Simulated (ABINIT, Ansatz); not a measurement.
# Tc (P6_3/mmc): phonons by linear response, part 4 of 4

How does Tc (P6_3/mmc) vibrate, and is this structure a minimum?

ABINIT 10.8.3; DFT PBE, scalar-relativistic, plane waves, PseudoDojo norm-conserving pseudopotentials.

So far, highest frequency (cm⁻¹): step 7 (dispersion) 233.

### 9. The same in Ansatz

A second program on the same cell, potentials, cutoff and meshes tests the implementation of the phonon response, not its convergence.

This step: DFT PBE, scalar-relativistic, plane waves, PseudoDojo norm-conserving pseudopotentials (Ansatz 0.2.0).

input.yaml reads:

```yaml
crystal:
  lattice:
    - [2.755107851, 0.0, 0.0]
    - [-1.3775539255, 2.3859933891, 0.0]
    - [0.0, 0.0, 4.3993134449]
  atoms:
    - { symbol: Tc, position: [0.3333333333, 0.6666666667, 0.25] }
    - { symbol: Tc, position: [0.6666666667, 0.3333333333, 0.75] }
kpoints:
  mp_grid: { grid: [12, 12, 6] }
hamiltonian:
  xc: pbe
  pseudopotentials: { kind: nc, accuracy: standard }
scf:
  occupations: { method: gaussian, width: 0.27211 }
output:
  eigenvalues: true
basis:
  ecutwfc: 1034.033
phonons:
  method: dfpt
  qmesh: [3, 3, 2]
  temperatures: { t_max: 1000, t_step: 50 }
  qpath:
    path:
      - [[0.0, 0.0, 0.0], [0.5, 0.0, 0.0], [0.33333333, 0.33333333, 0.0], [0.0, 0.0, 0.0], [0.0, 0.0, 0.5], [0.5, 0.0, 0.5], [0.33333333, 0.33333333, 0.5], [0.0, 0.0, 0.5]]
      - [[0.5, 0.0, 0.5], [0.5, 0.0, 0.0]]
      - [[0.33333333, 0.33333333, 0.5], [0.33333333, 0.33333333, 0.0]]
    npoints: 10
  electrical_resistivity: { temperatures: [77, 300], mesh: [24, 24, 12] }
```

Launch:

```sh
$ ansatz run input.yaml --threads 16 --pin off --max-ram 32768MiB --backend cpu --events-out ev --progress --plain --runs-dir out
```

Numbers of over 12 decimals in the logs are rounded to 6 here.

What it wrote:

```text
Warning: basis.ecutwfc = 1034.033 eV is below the records' recommended 1142.878222 eV, and the density's cutoff is lower with it unless basis.ecutrho_ratio is high enough to keep the records' density cutoff: compare with a run at a higher cutoff
Engine: ansatz 0.2.0, aarch64-unknown-linux-gnu
Pseudopotentials: kind: nc
Pseudopotential: Tc, nc, valence charge 15, recommended cutoff 1142.878222 eV (normal), Tc.nc.azcp (PseudoDojo's, or run here from an input of PseudoDojo's; its table is named by hamiltonian.pseudopotentials.accuracy)
Functional definition: PBE
  parameter kappa = 0.804
  parameter beta = 0.066725
  exchange = pbe_x(kappa = kappa, mu = beta*pi^2/3)
  correlation = pbe_c(beta = beta)
Crystal: 2 atoms, lattice volume = 28.920 Å³
Basis set: ecut = 1034.033 eV, 2189 PW (Γ), exchange–correlation on 60×60×96 points (8 copies of the dense FFT grid, shifted against one another)
Bands: 19, of which v1, the nominal top of the filled ones, is band 15 counted from 1 (14 counted from 0)
Symmetry: 24 space group operations
k-points: 76 of 864
Non-local potential: Tc, projectors of the file, l = 0: 2, l = 1: 2, l = 2: 2
Initial density: superposition of atomic densities (chi_scale 0.1, normalization cell)
Initial wavefunctions: pseudopotential atomic-orbital guess
Functional: x = pbe(κ = 0.804, μ = 0.219515), c = pbe(β = 0.066725)
SCF iter   1: F=—  HF=-4617.916050 eV  |F-HF|=—  |Δ(HF+E_count)|=         —  Δρ=5.45e-2  dr2=8.21e-1  ethr=3.10e-3  ⟨swp⟩=5.6  Hψ=6799  notcnv=0
preconditioner: auto → none  [metal: Δε(μ)=0.040 eV  Ē_g=5.161 eV  σ=0.272 eV  W_gap=0.08  n_scr=8 (ndim 8)  ℏωp=25.8 eV  f_vac=0.000  D(μ)=2.22/eV (n_scr^D=22)  sad-step TF]
SCF iter   2: F=—  HF=-4617.694547 eV  |F-HF|=—  |Δ(HF+E_count)|=   2.22e-1  Δρ=2.41e-2  dr2=1.58e-1  ethr=2.74e-3  ⟨swp⟩=2.9  Hψ=2762  notcnv=0  defer=2
SCF iter   3: F=—  HF=-4617.646055 eV  |F-HF|=—  |Δ(HF+E_count)|=   4.85e-2  Δρ=3.05e-3  dr2=1.27e-3  ethr=5.28e-4  ⟨swp⟩=2.9  Hψ=2561  notcnv=0  defer=2
SCF iter   4: F=—  HF=-4617.646149 eV  |F-HF|=—  |Δ(HF+E_count)|=   9.45e-5  Δρ=4.22e-4  dr2=1.75e-5  ethr=4.23e-6  ⟨swp⟩=2.8  Hψ=2715  notcnv=0  defer=2
SCF iter   5: F=—  HF=-4617.646150 eV  |F-HF|=—  |Δ(HF+E_count)|=   2.51e-7  Δρ=7.87e-5  dr2=7.37e-7  ethr=5.85e-8  ⟨swp⟩=2.6  Hψ=2650  notcnv=0  defer=2
SCF iter   6: F=—  HF=-4617.646150 eV  |F-HF|=—  |Δ(HF+E_count)|=   3.90e-7  Δρ=6.26e-6  dr2=1.67e-9  ethr=2.46e-9  ⟨swp⟩=2.7  Hψ=2687  notcnv=0  defer=2
SCF iter   7: F=—  HF=-4617.646150 eV  |F-HF|=—  |Δ(HF+E_count)|=   3.30e-9  Δρ=9.50e-7  dr2=3.50e-11  ethr=5.56e-12  ⟨swp⟩=2.8  Hψ=2999  notcnv=0  defer=2
SCF iter   8: F=-4617.646150 eV  HF=-4617.646150 eV  |F-HF|=0.00e0  |Δ(HF+E_count)|=  3.09e-11  Δρ=4.15e-8  dr2=2.77e-13  ethr=1.00e-12  ⟨swp⟩=8.6  Hψ=9269  notcnv=0
SCF 1 converged in 8 iterations: F = -4617.646150 eV  dr2 = 2.77e-13
NSCF: frozen V_eff on 76 k-points
NSCF: frozen V_eff on 172 k-points
DFPT response loops at q = (0, 0, 0) (fractional): preconditioner auto → Kerker (q_TF=auto, 2.745 Å⁻¹) (partly filled bands, converged f_vac=0.000); β = 1.00, the filter's whole step (`scf.mixing.beta` (0.50) is not read by the response loops under this deck's `scf.mixing.preconditioner`; to damp them name `kerker` or `kerker_dos`, under which they read `scf.mixing.beta`, and type it under 1.00, their step now; both keys bind the ground state too); Broyden in place of MSR1
NSCF: frozen V_eff on 344 k-points
DFPT response loops at q = (0, 0, -0.5) (fractional): mixed as the last ones told, above
NSCF: frozen V_eff on 624 k-points
DFPT response loops at q = (0, 0.333333, 0) (fractional): mixed as the last ones told, above
NSCF: frozen V_eff on 624 k-points
DFPT response loops at q = (0, 0.333333, -0.5) (fractional): mixed as the last ones told, above
NSCF: frozen V_eff on 624 k-points
DFPT response loops at q = (0.333333, 0.333333, 0) (fractional): mixed as the last ones told, above
NSCF: frozen V_eff on 624 k-points
DFPT response loops at q = (0.333333, 0.333333, -0.5) (fractional): mixed as the last ones told, above
SCF iter   1: F=—  HF=-4617.916050 eV  |F-HF|=—  |Δ(HF+E_count)|=         —  Δρ=5.45e-2  dr2=8.21e-1  ethr=3.10e-3  ⟨swp⟩=5.6  Hψ=6799  notcnv=0
SCF iter   2: F=—  HF=-4617.694547 eV  |F-HF|=—  |Δ(HF+E_count)|=   2.22e-1  Δρ=2.41e-2  dr2=1.58e-1  ethr=2.74e-3  ⟨swp⟩=2.9  Hψ=2762  notcnv=0  defer=2
SCF iter   3: F=—  HF=-4617.646055 eV  |F-HF|=—  |Δ(HF+E_count)|=   4.85e-2  Δρ=3.05e-3  dr2=1.27e-3  ethr=5.28e-4  ⟨swp⟩=2.9  Hψ=2561  notcnv=0  defer=2
SCF iter   4: F=—  HF=-4617.646149 eV  |F-HF|=—  |Δ(HF+E_count)|=   9.45e-5  Δρ=4.22e-4  dr2=1.75e-5  ethr=4.23e-6  ⟨swp⟩=2.8  Hψ=2715  notcnv=0  defer=2
SCF iter   5: F=—  HF=-4617.646150 eV  |F-HF|=—  |Δ(HF+E_count)|=   2.51e-7  Δρ=7.87e-5  dr2=7.37e-7  ethr=5.85e-8  ⟨swp⟩=2.6  Hψ=2650  notcnv=0  defer=2
SCF iter   6: F=—  HF=-4617.646150 eV  |F-HF|=—  |Δ(HF+E_count)|=   3.90e-7  Δρ=6.26e-6  dr2=1.67e-9  ethr=2.46e-9  ⟨swp⟩=2.7  Hψ=2687  notcnv=0  defer=2
SCF iter   7: F=—  HF=-4617.646150 eV  |F-HF|=—  |Δ(HF+E_count)|=   3.30e-9  Δρ=9.50e-7  dr2=3.50e-11  ethr=5.56e-12  ⟨swp⟩=2.8  Hψ=2999  notcnv=0  defer=2
SCF iter   8: F=-4617.646150 eV  HF=-4617.646150 eV  |F-HF|=0.00e0  |Δ(HF+E_count)|=  3.00e-11  Δρ=4.19e-8  dr2=2.78e-13  ethr=1.00e-12  ⟨swp⟩=3.4  Hψ=4000  notcnv=0
SCF 2 converged in 8 iterations: F = -4617.646150 eV  dr2 = 2.78e-13
NSCF: frozen V_eff on 76 k-points
NSCF: frozen V_eff on 95 k-points
[...]
SCF converged after 8 iterations
Free energy (F): -4617.646150 eV
Harris-Foulkes:  -4617.646150 eV  (|F-HF|=0.00e0)
Internal energy: -4617.564709 eV  (E = F + TS)
E sigma→0 (E₀):  -4617.605429 eV
Entropy (-TS):   -0.081442 eV (-40.721 meV/atom)
Fermi energy:    22.321469 eV
--- Per-component energies (eV) ---
  E_band       = -97.906976
  E_kinetic    = 1473.305756
  E_local      = -2682.126129  (includes V_loc(G=0)·N_el)
  E_nonlocal   = 560.482174
  E_hartree    = 611.055405
  E_xc         = -739.660042
  E_vxc        = -671.679592  (∫ρ·V_xc dr)
  E_ewald      = -3840.621873
  E_smearing   = -0.081442  (= −TS)
  E_closure    = 0.000000  (closes the sum)
  Σ components = -4617.646150   (vs F -4617.646150, Δ=0.00e0)
--- Band table (eV; the first three rows and the last of 76) ---
  k-point 0: bands = [... 11 lower, 20.7902, 20.9103, 21.5075, 21.5075, 22.1691, 22.1691, 24.0131, 24.8231]
  k-point 1: bands = [... 11 lower, 20.6526, 20.7526, 21.3311, 21.3311, 22.5590, 22.5590, 23.1672, 24.8348]
  k-point 2: bands = [... 11 lower, 20.5397, 20.5397, 20.9618, 20.9618, 21.5623, 23.3589, 23.3589, 24.6832]
  k-point 75: bands = [... 11 lower, 19.0873, 20.5648, 20.5648, 22.2383, 22.2383, 24.8865, 24.8865, 31.5424]
--- Phonons (Γ-DFPT): 2 representative perturbations + reference (Σ response iterations 8) ---
  ASR residual: 5.222e-5 → 0.000e0 eV/Å²; symmetrization residual: 5.773e-14 eV/Å²
  ASR residual per site (eV/Å²): 5.22e-5 5.22e-5
  Γ frequencies (cm⁻¹): 0.00 0.00 0.00 96.47 132.66 132.66
--- Phonons (arbitrary-q DFPT): 6 irreducible q on the 3×3×2 mesh ---
  q = [0.0000, 0.0000, 0.0000] (star 1, of the zone-centre solve; hermiticity 2.24e-14, symmetrization 1.79e-14): -0.00 -0.00 -0.00 96.47 132.66 132.66
  q = [0.0000, 0.0000, -0.5000] (star 1, 2 solved perturbations in 248 linear systems a pass and spin channel, the states on 172 of 864 k-point pairs; hermiticity 2.76e-14, symmetrization 1.80e-11): 96.86 96.86 96.86 96.86 203.46 203.46
  q = [0.0000, 0.3333, 0.0000] (star 6, 3 solved perturbations on 312 of 864 k-point pairs; hermiticity 1.29e-8, symmetrization 1.52e-14): 111.18 118.30 139.32 174.88 196.75 207.70
  q = [0.0000, 0.3333, -0.5000] (star 6, 3 solved perturbations on 312 of 864 k-point pairs; hermiticity 1.26e-8, symmetrization 1.32e-10): 138.65 138.65 139.60 139.60 209.32 209.32
  q = [0.3333, 0.3333, 0.0000] (star 2, 2 solved perturbations in 436 linear systems a pass and spin channel, the states on 312 of 864 k-point pairs; hermiticity 4.33e-9, symmetrization 4.33e-9): 161.36 179.89 179.89 182.14 219.14 219.14
  q = [0.3333, 0.3333, -0.5000] (star 2, 2 solved perturbations in 436 linear systems a pass and spin channel, the states on 312 of 864 k-point pairs; hermiticity 8.42e-9, symmetrization 2.09e-13): 62.37 62.37 185.81 185.81 217.67 217.67
  sum rule: each row above includes the acoustic sum rule's correction from the zone centre's row sums; it moved no ω² by more than (0.38 cm⁻¹)²
  mesh force constants: q→R imaginary residual 0.00e0; ASR residual 5.222e-5 → 0.000e0 eV/Å²; symmetrization residual 2.200e-15 eV/Å²
  interpolated dispersion: 93 rows × 6 modes
  density of states and harmonic sums: on the 27×27×14 q-mesh, interpolated from the force constants of a 3×3×2 supercell (no non-analytic term)
  largest difference from the sums on the solved wave vectors: F 2.72e-2 eV, S 4.15e-5 and C_V 1.43e-5 eV/K
  zero-point energy: 0.058865 eV/cell   skipped modes (ω ≤ 0): 3   left out of the sums: 4.90e-5 of the cell's modes: C_V's classical limit lies that fraction below 3 k_B per atom; for a crystal, a wire or a layer, F and S can be off by more, and a phonons.interpolated_qmesh denser along its periods is the remedy for the sampling
--- Electrical resistivity: potentials and phonons of a 3×3×2 supercell ---
  scattering by harmonic phonons alone, with no dipole-dipole term; scattering by other electrons, impurities, surfaces and spin disorder is left out, and so is spin–orbit coupling
  the resistivity is that of a variational response, whose dependence on the energy is improved iteratively
  at the Fermi level of each mesh (of a tensor a third of its trace):
           mesh   spin    states/(eV spin)  plasma energy (eV)         λ      λ_tr    ħω_log (meV)
       24×24×12                     0.9297              7.9857    0.9328    0.8870          17.022
        12×12×6                     0.9988              8.2467    1.0103    0.9651          17.061
          6×6×3                     0.8608              7.9226    0.8093    0.8250          17.400
  resistivity on the deck's mesh, µΩ·cm:
     T (K)       trace/3  mesh converged            xx            yy            zz    lowest order   relaxation time
     77.00      2.1505e0              no      2.3675e0      2.3675e0      1.7164e0        2.5090e0          2.2226e0
    300.00      1.6317e1              no      1.8127e1      1.8127e1      1.2698e1        1.6899e1          1.6558e1
  mean free path at 77 K (of a tensor a third of its trace): 30.2 nm by what each carries, 24.0 by the Fermi surface alone
  Hall coefficient in a weak field at 77 K (a third of the trace): 1.670e-10 m³/C (as a tensor it moves by 3.4 % between the two finest meshes); by each state's relaxation time: 1.650e-10 m³/C; by a constant relaxation time: 1.265e-10 m³/C
  mean free path at 300 K (of a tensor a third of its trace): 3.75 nm by what each carries, 3.17 by the Fermi surface alone
  Hall coefficient in a weak field at 300 K (a third of the trace): 1.659e-10 m³/C (as a tensor it moves by 1.7 % between the two finest meshes); by each state's relaxation time: 1.582e-10 m³/C; by a constant relaxation time: 1.260e-10 m³/C
  the resistivity times a path that all electrons share, by the Fermi surface of the deck's mesh alone (a third of the trace): 5.190e-16 Ω·m²
  not converged in the mesh (λ; λ_tr; the resistivity at 77 K by 9.96 %; the resistivity at 300 K by 7.34 %): between neighbouring meshes, the two finest first, λ moves by 8.31 % and 19.90 %, λ_tr by 8.87 % and 14.71 % and the resistivity by up to 9.96 % and 112.59 %; an estimate, no bound, puts it up to 2.2e-8 % above the Boltzmann equation's exact value after up to 4 iterations (at most 30 are made, fewer where the estimate is under 1.0e-6 % of each spin channel's own resistivity)
  vibrations of 18 cells: unjudged by the run; compare a larger repeat
  the changes of the potential over all sites missed a rigid shift's by 0.00 % (the site terms' by 0.00 %)
  at the force constants' own smearing the fine mesh and the k-points of their solves give squared frequencies that differ by 12.3 % of the larger at the most, at (0, 0, 0)
```

The job ended after 2.7 min (16 threads of Arm Neoverse V2, shared host; peak memory 2 GiB; 39 min of CPU time).

Numbers from this step:

```
sum-rule residual before enforcement                               : 5.22e-5 eV/Å²
mean frequency                                                     : 158.3 cm⁻¹
Debye temperature (second moment)                                  : 304 K
logarithmic mean frequency                                         : 152.4 cm⁻¹
highest optical zone-centre mode (no LO-TO term)                   : 132.7 cm⁻¹
lowest optical zone-centre mode                                    : 96.47 cm⁻¹
lowest mode on the q mesh (acoustic ones at the zone centre apart) : 62.37 cm⁻¹
zero-point energy per atom                                         : 29.43 meV
heat capacity at 300 K                                             : 23.71 J/(mol atoms K)
vibrational entropy at 300 K                                       : 33.38 J/(mol atoms K)
```

### 10. Side by side: ABINIT PseudoDojo and Ansatz, PseudoDojo

Numbers from this step:

```
root-mean-square difference             : 0.85 cm⁻¹
largest difference                      : 1.12 cm⁻¹
root-mean-square difference on the path : 0.8 cm⁻¹
largest difference on the path          : 1.2 cm⁻¹
```

The 12 of 33 modes that differ most. Frequencies side by side:

```
q (reciprocal lattice)  mode  ABINIT PseudoDojo (cm⁻¹)  Ansatz, PseudoDojo (cm⁻¹)
            0.3333 0 0     5                     195.7                      196.8
            0.3333 0 0     6                     206.7                      207.7
       0.3333 0.3333 0     2                     178.9                      179.9
       0.3333 0.3333 0     3                     178.9                      179.9
       0.3333 0.3333 0     5                       218                      219.1
       0.3333 0.3333 0     6                       218                      219.1
               0 0 0.5     5                     202.4                      203.5
               0 0 0.5     6                     202.4                      203.5
          0.3333 0 0.5     5                     208.2                      209.3
          0.3333 0 0.5     6                     208.2                      209.3
     0.3333 0.3333 0.5     5                     216.6                      217.7
     0.3333 0.3333 0.5     6                     216.6                      217.7
```

The interpolated bands of the two lie on top of each other.

At the solved wavevectors the largest difference (acoustic modes at Γ apart) is 0.5 % of the highest mode.

### 11. Summary of results

```json
{"space group after relaxation": "P6_3/mmc", "volume per atom": "14.5 Å³", "highest optical zone-centre mode (no LO-TO term)": "132 cm⁻¹", "lowest optical zone-centre mode": "96.0 cm⁻¹", "q mesh": "3×3×2", "lowest mode on the q mesh (acoustic ones at the zone centre apart)": "61.9 cm⁻¹", "zero-point energy per atom": "29.3 meV", "heat capacity at 300 K": "23.7 J/(mol atoms K)", "vibrational entropy at 300 K": "33.5 J/(mol atoms K)", "imaginary modes on the q mesh": "none", "largest difference from Ansatz, PseudoDojo": "1.12 cm⁻¹"}
```

Tc (P6_3/mmc) is dynamically stable on the 3×3×2 mesh; its spectrum reaches 233 cm⁻¹. At the PBE level the optical modes of Tc (P6_3/mmc) at the zone centre run from 96 to 132 cm⁻¹. Along axes with an odd number of divisions the mesh misses the zone-boundary points at one half, where instabilities often lie; those are only interpolated. The base run prints -0.61 GPa, mostly the error of a finite basis; the relaxation, with a smoothed and higher cutoff, had brought the cell to rest. ABINIT PseudoDojo and Ansatz, PseudoDojo differ by 0.8 cm⁻¹ in the root mean square and by 1.1 cm⁻¹ at most, 0.5 % of the highest mode compared (acoustic modes at Γ left out; ABINIT's values are those before the sum rule). These are harmonic frequencies at zero temperature: anharmonic shifts and linewidths and thermal expansion are left out. In a metal the frequencies hang on the k mesh and the smearing, most of all near Kohn anomalies. Ansatz warns that the cutoff lies 10 % under the one recommended for these files; agreement at one cutoff is not convergence. Electron-phonon sums were run after this but are left out, since no second program bore their λ out within 30 %; a λ that a log prints is not taken as a result. The q mesh stands for a supercell only 8.3 Å across, so branches between the solved wavevectors are rough.

[Host names and launcher messages were left out of these logs when they were recorded.]

[Logs are printed without paths, hosts, clocks, repeated set-up lines and the standing remarks that a program may print on its own settings, such as how far it seeks lower states.]

[Hosts, paths, dates, database ids (printed as entryN), source tags and the programs' standing remarks are cut or masked in the printed files.]
